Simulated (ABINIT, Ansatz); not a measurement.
# How the form of the self-energy moves the gap of NaLiICl (P4/mmm), part 2 of 2

Wanted: the gap of NaLiICl (P4/mmm) under several approximations, with cost.

ABINIT 10.8.3; LDA and many-body steps on it, plane waves. Known limits of the many-body steps: not at the basis limit; no spin-orbit coupling; coarse k mesh.

So far. Step 5 (G0W0, von der Linden-Horsch plasmon pole): Against G0W0 in ABINIT (2×2×2 mesh, 81 bands, screening to 114.3 eV, Godby-Needs plasmon pole), the gap moves by +0.087 eV. Step 6 (G0W0, Hybertsen-Louie plasmon pole): Against G0W0 in ABINIT (2×2×2 mesh, 81 bands, screening to 114.3 eV, Godby-Needs plasmon pole), the gap moves by −0.242 eV.

### Step 7. One-shot COHSEX

This step: one-shot COHSEX on LDA, plane waves, norm-conserving pseudopotentials.

run.abi reads:

```
acell 3*1.0 Angstrom
rprim 
  4.091636000000 0.000000000000 0.000000000000
  0.000000000000 4.091636000000 0.000000000000
  0.000000000000 0.000000000000 6.215344000000
ntypat 4
znucl 11 3 53 17
natom 4
typat 1 2 3 4
xred 
  0.500000000000 0.500000000000 0.500000000000
  0.000000000000 0.000000000000 0.000000000000
  0.500000000000 0.500000000000 0.000000000000
  0.000000000000 0.000000000000 0.500000000000
pp_dirpath "pseudos"
pseudos "Na.upf, Li.upf, I.upf, Cl.upf"
ecut 38
ngkpt 2 2 2
nshiftk 1
shiftk 0 0 0
kptopt 1
chksymbreak 0
istwfk *1
occopt 1
irdwfk 1
optdriver 4
nband 81
gwcalctyp 7
ecutsigx 38
symsigma 1
nkptgw 2
kptgw 
  0.5000000000 0.0000000000 0.5000000000
  0.0000000000 0.0000000000 0.0000000000
bdgw 
  12 15
  12 15
ecuteps 4.2
irdscr 1
indata_prefix "in"
outdata_prefix "out"
tmpdata_prefix "tmp"
```

Started as:

```bash
$ OMP_NUM_THREADS=1 mpirun -n 4 abinit run.abi > log
```

Numbers of over 12 decimals in the logs are rounded to 6 here.

The log of the run:

```text
.Version 10.8.3 of ABINIT. v10.8.2 released Aug 2026.

 Symmetries : space group P4/m m m (#123); Bravais tP (primitive tetrag.)
[... echo of the input left out ...]
== DATASET  1 ==================================================================
-   mpi_nproc: 4, omp_nthreads: 1 (-1 if OMP is not activated)

--- !DatasetInfo
iteration_state: {dtset: 1, }
dimensions: {natom: 4, nkpt: 6, mband: 81, nsppol: 1, nspinor: 1, nspden: 1, mpw: 7872, }
cutoff_energies: {ecut:  38.0, pawecutdg:  -1.0, }
[...]
Band     E0 <VxcDFT>   SigX SigC(E0)      Z dSigC/dE  Sig(E)    E-E0       E
[...]
14   3.925  -8.236  -3.756  -4.056   1.000   0.000  -7.813   0.423   4.348
       15   5.327  -8.452  -3.776  -4.093   1.000   0.000  -7.869   0.583   5.910

== END DATASET(S) ==============================================================
================================================================================

 -outvars: echo values of variables after computation  --------
           etotal      0.0000000000E+00
            nband          81
             nkpt           6
          spgroup         123
 [... the other variables as echoed above ...]

 Calculation completed.
```

Run time: 6.7 s. Hardware: 4 MPI ranks of Arm Neoverse N1, shared host; peak memory 0.76 GiB; 27 s of CPU time.

Numbers from this step:

- quasiparticle gap on the points computed: 7.225 eV
- starting gap on the mesh: 3.850 eV
- k of the valence top: 0.5, 0, 0.5
- k of the conduction bottom: 0, 0, 0
- least direct quasiparticle gap on the computed points: 7.574 eV

Against G0W0 in ABINIT (2×2×2 mesh, 81 bands, screening to 114.3 eV, Godby-Needs plasmon pole), the gap moves by +1.230 eV.

### Step 8. One-shot Hartree-Fock

This step: one-shot Hartree-Fock on LDA, plane waves, norm-conserving pseudopotentials.

Changes to run.abi since step 7:

```diff
@@ -26,4 +26,4 @@
 optdriver 4
-nband 81
-gwcalctyp 7
+nband 17
+gwcalctyp 5
 ecutsigx 38
@@ -37,4 +37,4 @@
   12 15
-ecuteps 4.2
-irdscr 1
+ixc_sigma 40
+fftgw 31
 indata_prefix "in"
```

The log of the run:

```text
.Version 10.8.3 of ABINIT. v10.8.2 released Aug 2026.

 Symmetries : space group P4/m m m (#123); Bravais tP (primitive tetrag.)
[... echo of the input left out ...]
== DATASET  1 ==================================================================
-   mpi_nproc: 4, omp_nthreads: 1 (-1 if OMP is not activated)

--- !DatasetInfo
iteration_state: {dtset: 1, }
dimensions: {natom: 4, nkpt: 6, mband: 17, nsppol: 1, nspinor: 1, nspden: 1, mpw: 7872, }
cutoff_energies: {ecut:  38.0, pawecutdg:  -1.0, }
[...]
Band     E0 <VxcDFT>   SigX SigC(E0)      Z dSigC/dE  Sig(E)    E-E0       E
[...]
14   3.925  -8.236  -3.756   0.000   1.000   0.000  -3.756   4.480   8.405
       15   5.327  -8.452  -3.776   0.000   1.000   0.000  -3.776   4.676  10.003

== END DATASET(S) ==============================================================
================================================================================

 -outvars: echo values of variables after computation  --------
           etotal      0.0000000000E+00
            nband          17
             nkpt           6
          spgroup         123
 [... the other variables as echoed above ...]

 Calculation completed.
```

Wall time 6.3 s (4 MPI ranks); peak memory 0.69 GiB; 25 s of CPU time.

This step gave:

- quasiparticle gap on the points computed: 11.21 eV
- starting gap on the mesh: 3.850 eV
- k of the valence top: 0.5, 0, 0.5
- k of the conduction bottom: 0, 0, 0
- least direct quasiparticle gap on the computed points: 11.70 eV

Against G0W0 in ABINIT (2×2×2 mesh, 81 bands, screening to 114.3 eV, Godby-Needs plasmon pole), the gap moves by +5.219 eV.

### Step 9. Screening, 2×2×2 mesh, 81 bands, screening to 114.3 eV

This step: RPA screening on LDA, plane waves, norm-conserving pseudopotentials.

Changes to run.abi since step 8:

```diff
@@ -25,16 +25,14 @@
 irdwfk 1
-optdriver 4
-nband 17
-gwcalctyp 5
-ecutsigx 38
-symsigma 1
-nkptgw 2
-kptgw 
-  0.5000000000 0.0000000000 0.5000000000
-  0.0000000000 0.0000000000 0.0000000000
-bdgw 
-  12 15
-  12 15
-ixc_sigma 40
-fftgw 31
+optdriver 3
+nband 81
+ecuteps 4.2
+inclvkb 2
+awtr 1
+symchi 1
+gwcalctyp 2
+nfreqre 16
+freqremax 40 eV
+nfreqim 8
+spmeth 1
+nomegasf 120
 indata_prefix "in"
```

The log of the run:

```text
.Version 10.8.3 of ABINIT. v10.8.2 released Aug 2026.

 Symmetries : space group P4/m m m (#123); Bravais tP (primitive tetrag.)
[... echo of the input left out ...]
== DATASET  1 ==================================================================
-   mpi_nproc: 4, omp_nthreads: 1 (-1 if OMP is not activated)

--- !DatasetInfo
iteration_state: {dtset: 1, }
dimensions: {natom: 4, nkpt: 6, mband: 81, nsppol: 1, nspinor: 1, nspden: 1, mpw: 7872, }
cutoff_energies: {ecut:  38.0, pawecutdg:  -1.0, }
electrons: {nelect:   2.60000000E+01, charge:   0.00000000E+00, occopt:   1.00000000E+00, tsmear:   1.00000000E-02, }

 SCREENING: Calculation of the susceptibility and dielectric matrices

 Based on a program developped by R.W. Godby, V. Olevano, G. Onida, and L. Reining.
 Incorporated in ABINIT by V. Olevano, G.-M. Rignanese, and M. Torrent.
.Using double precision arithmetic ; gwpc =  8

[... cell and pseudopotentials left out ...]
--------------------------------------------------------------------------------

 ==== K-mesh for the wavefunctions ====
 Number of points in the irreducible wedge :     6
[... list of points left out ...]
 Together with 16 symmetry operations and time-reversal symmetry
 yields     8 points in the full Brillouin Zone.

 ==== Q-mesh for the screening function ====
 Number of points in the irreducible wedge :     6
[... list of points left out ...]
 Together with 16 symmetry operations and time-reversal symmetry
 yields     8 points in the full Brillouin Zone.

 setmesh: FFT mesh size selected  =    30x   30x   45
          total number of points  =        40500

 vcoul_init : cutoff-mode = AUXILIARY_FUNCTION
 q-points for optical limit:   1
     1)      0.000010    0.000020    0.000030

- screening: taking advantage of time-reversal symmetry
- Maximum band index for partially occupied states nbvw = 13
- Remaining bands to be divided among processors   nbcw = 68
- Number of bands treated by each node ~17

 Number of electrons calculated from density =   26.0000; Expected =   26.0000
 average of density, n =  0.037027
 r_s =    1.8612
 omega_plasma =   18.5616 [eV]

 calculating chi0 at frequencies [eV] :
  1    0.000000E+00    0.000000E+00
  2    2.666667E+00    0.000000E+00
  3    5.333333E+00    0.000000E+00
[...]
23    0.000000E+00    4.727305E+01
 24    0.000000E+00    6.656097E+01

--------------------------------------------------------------------------------
  q-point number  1        q = ( 0.000000, 0.000000, 0.000000) [r.l.u.]
--------------------------------------------------------------------------------
[... chi0 elements left out ...]
  [... further frequencies ...]

 No. of calculated frequencies >  15, stop printing
 For q-point:  0.000010 0.000020 0.000030
  dielectric constant =   3.9264
  dielectric constant without local fields =   4.6571

  Average fulfillment of the sum rule on Im[epsilon] for q-point    1 :     55.13  [%]
[... wings left out ...]
  q-point number  2        q = ( 0.500000, 0.000000, 0.000000) [r.l.u.]
--------------------------------------------------------------------------------
[... chi0 elements left out ...]
  [... further frequencies ...]

 No. of calculated frequencies >  15, stop printing
  Average fulfillment of the sum rule on Im[epsilon] for q-point    2 :     59.66  [%]

 [... 4 further q-points ...]
```

The job ended after 32 s (4 MPI ranks; peak memory 1.5 GiB; 2.2 min of CPU time).

This step gave:

* ε∞ with local fields, on this mesh, along the program's q direction: 3.926
* the same without local fields: 4.657
* plasma frequency: 18.56 eV
* plane waves in the screening matrix: 287

### Step 10. G0W0, contour deformation

This step: G0W0 on LDA, plane waves, norm-conserving pseudopotentials.

Changes to run.abi since step 9:

```diff
@@ -25,14 +25,16 @@
 irdwfk 1
-optdriver 3
+optdriver 4
 nband 81
+gwcalctyp 2
+ecutsigx 38
+symsigma 1
+nkptgw 2
+kptgw 
+  0.5000000000 0.0000000000 0.5000000000
+  0.0000000000 0.0000000000 0.0000000000
+bdgw 
+  12 15
+  12 15
 ecuteps 4.2
-inclvkb 2
-awtr 1
-symchi 1
-gwcalctyp 2
-nfreqre 16
-freqremax 40 eV
-nfreqim 8
-spmeth 1
-nomegasf 120
+irdscr 1
 indata_prefix "in"
```

The log of the run:

```text
.Version 10.8.3 of ABINIT. v10.8.2 released Aug 2026.

 Symmetries : space group P4/m m m (#123); Bravais tP (primitive tetrag.)
[... echo of the input left out ...]
== DATASET  1 ==================================================================
-   mpi_nproc: 4, omp_nthreads: 1 (-1 if OMP is not activated)

--- !DatasetInfo
iteration_state: {dtset: 1, }
dimensions: {natom: 4, nkpt: 6, mband: 81, nsppol: 1, nspinor: 1, nspden: 1, mpw: 7872, }
cutoff_energies: {ecut:  38.0, pawecutdg:  -1.0, }
[...]
Band     E0 <VxcDFT>   SigX SigC(E0)      Z dSigC/dE  Sig(E)    E-E0       E
[...]
15   5.327  -8.452  -3.776  -3.010   0.826  -0.211  -7.077   1.376   6.702
       15   0.000   0.000   0.000  -0.001   0.000   0.000  -0.000  -0.000  -0.000

== END DATASET(S) ==============================================================
================================================================================

 -outvars: echo values of variables after computation  --------
           etotal      0.0000000000E+00
            nband          81
             nkpt           6
          spgroup         123
 [... the other variables as echoed above ...]

 Calculation completed.
```

Run time: 12 s. Hardware: 4 MPI ranks; peak memory 1.1 GiB; 46 s of CPU time.

Numbers from this step:

- G0W0 gap on the points computed: 5.962 eV
- starting gap on the mesh: 3.850 eV
- k of the valence top: 0.5, 0, 0.5
- k of the conduction bottom: 0, 0, 0
- least direct G0W0 gap on the computed points: 6.295 eV

Against G0W0 in ABINIT (2×2×2 mesh, 81 bands, screening to 114.3 eV, Godby-Needs plasmon pole), the gap moves by −0.033 eV.

### Step 11. The runs together

Times are wall times on 4 MPI ranks of Arm Neoverse N1, shared host, good to a factor of about two. A run's time includes the screening step that it read.

| run | mesh | bands | screening cutoff (eV) | DFT gap (eV) | gap on the mesh (eV) | direct (eV) | ε∞ used | time |
| --- | --- | --- | --- | --- | --- | --- | --- | --- |
| G0W0, Godby-Needs plasmon pole | 2×2×2 | 81 | 114.3 | 3.850 | 5.995 | 6.331 | 3.89 | 39 s |
| G0W0, von der Linden-Horsch plasmon pole | 2×2×2 | 81 | 114.3 | 3.850 | 6.082 | 6.427 | 3.89 | 34 s |
| G0W0, Hybertsen-Louie plasmon pole | 2×2×2 | 81 | 114.3 | 3.850 | 5.753 | 6.135 | 3.89 | 39 s |
| one-shot COHSEX | 2×2×2 | 81 | 114.3 | 3.850 | 7.225 | 7.574 | 3.89 | 31 s |
| one-shot Hartree-Fock | 2×2×2 | - | - | 3.850 | 11.214 | 11.704 | - | 6.3 s |
| G0W0, contour deformation | 2×2×2 | 81 | 114.3 | 3.850 | 5.962 | 6.295 | 3.93 | 44 s |

### Step 12. Results

```json
{"G0W0, Godby-Needs plasmon pole": "5.995 eV", "G0W0, von der Linden-Horsch plasmon pole": "6.082 eV", "G0W0, Hybertsen-Louie plasmon pole": "5.753 eV", "one-shot COHSEX": "7.225 eV", "one-shot Hartree-Fock": "11.214 eV", "G0W0, contour deformation": "5.962 eV", "known limits": "not at the basis limit; no spin-orbit coupling; coarse k mesh"}
```

**Reading.** G0W0, von der Linden-Horsch plasmon pole: +0.087 eV against G0W0, Godby-Needs plasmon pole. G0W0, Hybertsen-Louie plasmon pole: −0.242 eV against G0W0, Godby-Needs plasmon pole. One-shot COHSEX: +1.230 eV against G0W0, Godby-Needs plasmon pole. One-shot Hartree-Fock: +5.219 eV against G0W0, Godby-Needs plasmon pole. G0W0, contour deformation: −0.033 eV against G0W0, Godby-Needs plasmon pole. Bare exchange alone opens the gap to 11.21 eV; against G0W0, correlation takes back 5.22 eV. Static COHSEX lies above G0W0: it lacks the factor Z and overstates the Coulomb hole of the filled states. Bands and cutoff are finite, so the gap is not at the basis limit. The miss can reach some tenths of an eV and take either sign; the mesh is an error of its own. In the G0W0 runs levels were corrected at 2 k points alone, so a gap called «on the mesh» is the least over those, and an edge elsewhere would be missed. The 2×2×2 mesh is coarse for this cell, which bears on the long-range parts of exchange and screening. The many-body steps are scalar-relativistic: spin-orbit coupling is not in them.

[Paths, hosts, dates, memory and timing lines, banners, echoed tables and standing remarks are left out of the program output.]

[Logs are printed without paths, hosts, clocks, repeated set-up lines and the standing remarks that a program may print on its own settings, such as how far it seeks lower states.]

[Runs of the session that timed out or met a known fault of the program may be left out.]

[Hosts, paths, dates, database ids (printed as entryN), source tags and the programs' standing remarks are cut or masked in the printed files.]

[G0W0 gaps are taken among the corrected bands and points alone; a level outside them can change the order at an edge.]

[Where Ansatz stands beside ABINIT at settings called matched, ABINIT's density can come from a denser mesh and the files from another edition; pairs whose starting gaps differed by over 0.03 eV were left out, so agreement reads better than it is.]
